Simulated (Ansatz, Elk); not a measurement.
# Bonding as seen by X-rays: ZrCoCl6, part 2 of 2

The structure of ZrCoCl6 used here is made up (a known structure type with other elements) and was relaxed beforehand with PBEsol. The aim is the Fourier transform of its all-electron density, F(hkl), set beside the sum over free spherical atoms that refinements use.

Elk 11.2.3 (patched build); all-electron DFT.

So far. Step 2 (Ground state and structure factors): The ions are Zr4+, Co2+ and Cl−, by formal charge.

The structure was built from a prototype and need not be the compound's stable phase.

## (5) Another functional

Level of this step: DFT, LDA (Perdew-Wang), all-electron APW+lo, Dirac cores, scalar-relativistic bands, static density, ferromagnetic start (Elk).

The difference from free atoms is small, so it is set against the change that LDA (Perdew-Wang) makes.

Contents of elk.in:

```
tasks
  0
  195
  196

xctype
  3

spinpol
  .true.

rgkmax
  7.0

gmaxvr
  14.0

lmaxo
  7

lmaxapw
  8

swidth
  0.002

tshift
  .false.

ramdisk
  .false.

hmaxvr
  5.5

maxscl
  120

epspot
  1e-06

reducebf
  0.8

sppath
  './'

avec
  0.00000000000 9.10049504985 9.10049504985
  9.10049504985 -0.00000000000 9.10049504985
  9.10049504985 9.10049504985 0.00000000000

atoms
  3
  'Zr.in'
  1
  0.5000000000 0.5000000000 0.5000000000   0.000000 0.000000 0.000000
  'Co.in'
  1
  0.0000000000 -0.0000000000 0.0000000000   0.000000 0.000000 -0.120000
  'Cl.in'
  6
  0.7539386924 0.7539386924 0.2460613076   0.000000 0.000000 0.000000
  0.2460613076 0.2460613076 0.7539386924   0.000000 0.000000 0.000000
  0.7539386924 0.2460613076 0.7539386924   0.000000 0.000000 0.000000
  0.2460613076 0.7539386924 0.7539386924   0.000000 0.000000 0.000000
  0.2460613076 0.7539386924 0.2460613076   0.000000 0.000000 0.000000
  0.7539386924 0.2460613076 0.2460613076   0.000000 0.000000 0.000000

ngridk
  4 4 4
```

On the command line:

```sh
$ OMP_NUM_THREADS=4 elk
```

Numbers of over 12 decimals in the logs are rounded to 6 here.

Log:

```text
┌─────────────────────────┐
│ Elk code version 11.2.3 │
└─────────────────────────┘

All units are atomic (Hartree, Bohr, etc.)

┌─────────────────────────────────────────────────┐
│ Ground-state run starting from atomic densities │
└─────────────────────────────────────────────────┘

Lattice vectors :
   0.000000000       9.100495050       9.100495050
   9.100495050      -0.000000000       9.100495050
   9.100495050       9.100495050       0.000000000

Reciprocal lattice vectors :
 -0.3452111821      0.3452111821      0.3452111821
[...]
error                       :   0.3088547880E-02

Moments :
 interstitial                :   0.1050564405
 muffin-tins
  species : 1 (Zr)
[...]
species : 2 (Co)
[...]
species : 3 (Cl)
[...]
atom 5                    :   0.6971947233E-01
   atom 6                    :   0.6971947233E-01
 total in muffin-tins        :    2.894778770
 total moment                :    2.999835211

┌──────────────────────────────┐
│ Self-consistent loop stopped │
└──────────────────────────────┘

Warning : core states of species 2 leak from the muffin-tin :   0.5876337987E-03

Wrote STATE.OUT
[key lines of the parts left out:]
total energy                :     -7747.9796509017
```

The job ended after 2 min (4 threads of Arm Neoverse V2, shared host; peak memory 0.46 GiB).

Against the first run R = 0.11 %; the largest change is -0.130 at 222. The moment goes from 3.00 to 3.00 μB.

## (6) Basis size

The basis and the expansions that go with it are enlarged, to see whether the differences are converged.

elk.in, as its differences from that of step 5:

```diff
@@ -6,3 +6,3 @@
 xctype
-  3
+  20
 
@@ -12,12 +12,12 @@
 rgkmax
-  7.0
+  8.5
 
 gmaxvr
-  14.0
+  18.0
 
 lmaxo
-  7
+  9
 
 lmaxapw
-  8
+  10
```

On the command line:

```sh
$ OMP_NUM_THREADS=4 elk
```

Log:

```text
┌─────────────────────────┐
│ Elk code version 11.2.3 │
└─────────────────────────┘

All units are atomic (Hartree, Bohr, etc.)

┌─────────────────────────────────────────────────┐
│ Ground-state run starting from atomic densities │
└─────────────────────────────────────────────────┘

Lattice vectors :
   0.000000000       9.100495050       9.100495050
   9.100495050      -0.000000000       9.100495050
   9.100495050       9.100495050       0.000000000

Reciprocal lattice vectors :
 -0.3452111821      0.3452111821      0.3452111821
[...]
error                       :   0.5622321128E-03

Moments :
 interstitial                :   0.9599797064E-01
 muffin-tins
  species : 1 (Zr)
[...]
species : 2 (Co)
[...]
species : 3 (Cl)
[...]
atom 5                    :   0.6310368454E-01
   atom 6                    :   0.6310368454E-01
 total in muffin-tins        :    2.904004680
 total moment                :    3.000002651

┌──────────────────────────────┐
│ Self-consistent loop stopped │
└──────────────────────────────┘

Warning : core states of species 2 leak from the muffin-tin :   0.5592526081E-03

Wrote STATE.OUT
[key lines of the parts left out:]
total energy                :     -7762.0374678314
```

Wall time 7.7 min (4 threads); peak memory 1.3 GiB.

Against the first run R = 0.01 %; the largest change is -0.019 at 844. The moment goes from 3.00 to 3.00 μB.

## (7) With a Hubbard U

A Hubbard U is put on the d shell, to see how far it moves the factors.

elk.in, as its differences from that of step 6:

```diff
@@ -12,12 +12,12 @@
 rgkmax
-  8.5
+  7.0
 
 gmaxvr
-  18.0
+  14.0
 
 lmaxo
-  9
+  7
 
 lmaxapw
-  10
+  8
 
@@ -71 +71,5 @@
   4 4 4
+
+dft+u
+  1 1
+  2 2 0.121273 0.000000
```

On the command line:

```sh
$ OMP_NUM_THREADS=4 elk
```

Log:

```text
┌─────────────────────────┐
│ Elk code version 11.2.3 │
└─────────────────────────┘

All units are atomic (Hartree, Bohr, etc.)

┌─────────────────────────────────────────────────┐
│ Ground-state run starting from atomic densities │
└─────────────────────────────────────────────────┘

Lattice vectors :
   0.000000000       9.100495050       9.100495050
   9.100495050      -0.000000000       9.100495050
   9.100495050       9.100495050       0.000000000

Reciprocal lattice vectors :
 -0.3452111821      0.3452111821      0.3452111821
[...]
Moments :
 interstitial                :   0.8121821191E-01
 muffin-tins
  species : 1 (Zr)
[...]
species : 2 (Co)
[...]
species : 3 (Cl)
[...]
atom 5                    :   0.5513513390E-01
   atom 6                    :   0.5513513390E-01
 total in muffin-tins        :    2.918651887
 total moment                :    2.999870099

┌──────────────────────────────┐
│ Self-consistent loop stopped │
└──────────────────────────────┘

Warning : core states of species 2 leak from the muffin-tin :   0.5639488242E-03

Warning : forces or DFT+U at lmaxo under 8 : 7

Wrote STATE.OUT
[key lines of the parts left out:]
total energy                :     -7761.9575266919
```

The job ended after 4.4 min (4 threads; peak memory 0.71 GiB; 13 min of CPU time).

Against the first run R = 0.04 %; the largest change is +0.038 at 600. The moment goes from 3.00 to 3.00 μB.

## (8) Settings against the effect

```csv
run,R against the first run (%),"R against neutral atoms, low angle (%)",wall time
"PBE, rgkmax 7",0.00,0.55,3.2 min
LDA (Perdew-Wang),0.11,0.53,2 min
rgkmax 8.5 with larger expansions,0.01,0.54,7.7 min
PBE+U,0.04,0.55,4.4 min
```

## (9) What came out

| Quantity | Value |
| --- | --- |
| R against neutral atoms, sin θ/λ < 0.3 Å⁻¹ | 0.55 % |
| R against neutral atoms, 0.3 to 0.82 Å⁻¹ | 0.35 % |
| R against ions, below 0.3 Å⁻¹ | 0.95 % |

**Reading.** Independent neutral atoms miss the calculated amplitudes by R = 0.55 % below 0.3 Å⁻¹ and 0.35 % from there to 0.82 Å⁻¹; by shells, 0.50 % below 0.15 Å⁻¹ (3 forms), 0.55 % 0.15 to 0.3 (9 forms), 0.35 % 0.3 to 0.45 (21 forms), 0.34 % above 0.45 (110 forms). Bonding, aspherical density and the tables' own atoms all enter these figures, and the runs don't part them. The largest change of an amplitude is +0.74 electrons, at 222. Formal ions give R = 0.95 % at low angle, further off than neutral atoms. The magnetic order is that of the start. No other order was tried here, and an antiferromagnetic one would change or move the magnetic intensity. The window's part falls from 54.5 electrons at the origin to at most 2.55 between 0.45 and 0.82 Å⁻¹, where compact states inside the window still scatter. Below 0.3 Å⁻¹ the changes that finished (LDA (Perdew-Wang), rgkmax 8.5 with larger expansions and PBE+U) move F by R = 0.07 % at most, against the 0.55 % that separates it from free atoms. The magnetic factors move by R = 1.8 % (LDA (Perdew-Wang)), 0.1 % (rgkmax 8.5 with larger expansions) and 3.5 % (PBE+U), so they aren't settled to better than that. The k-mesh has no finished test. Part of the difference isn't bonding: the tables are fits to free atoms and ions calculated by other methods than this functional. Thermal motion, anomalous dispersion and extinction are left out.

[Logs are printed without paths, hosts, clocks, repeated set-up lines and the standing remarks that a program may print on its own settings, such as how far it seeks lower states.]

[Hosts, paths, dates, database ids (printed as entryN), source tags and the programs' standing remarks are cut or masked in the printed files.]
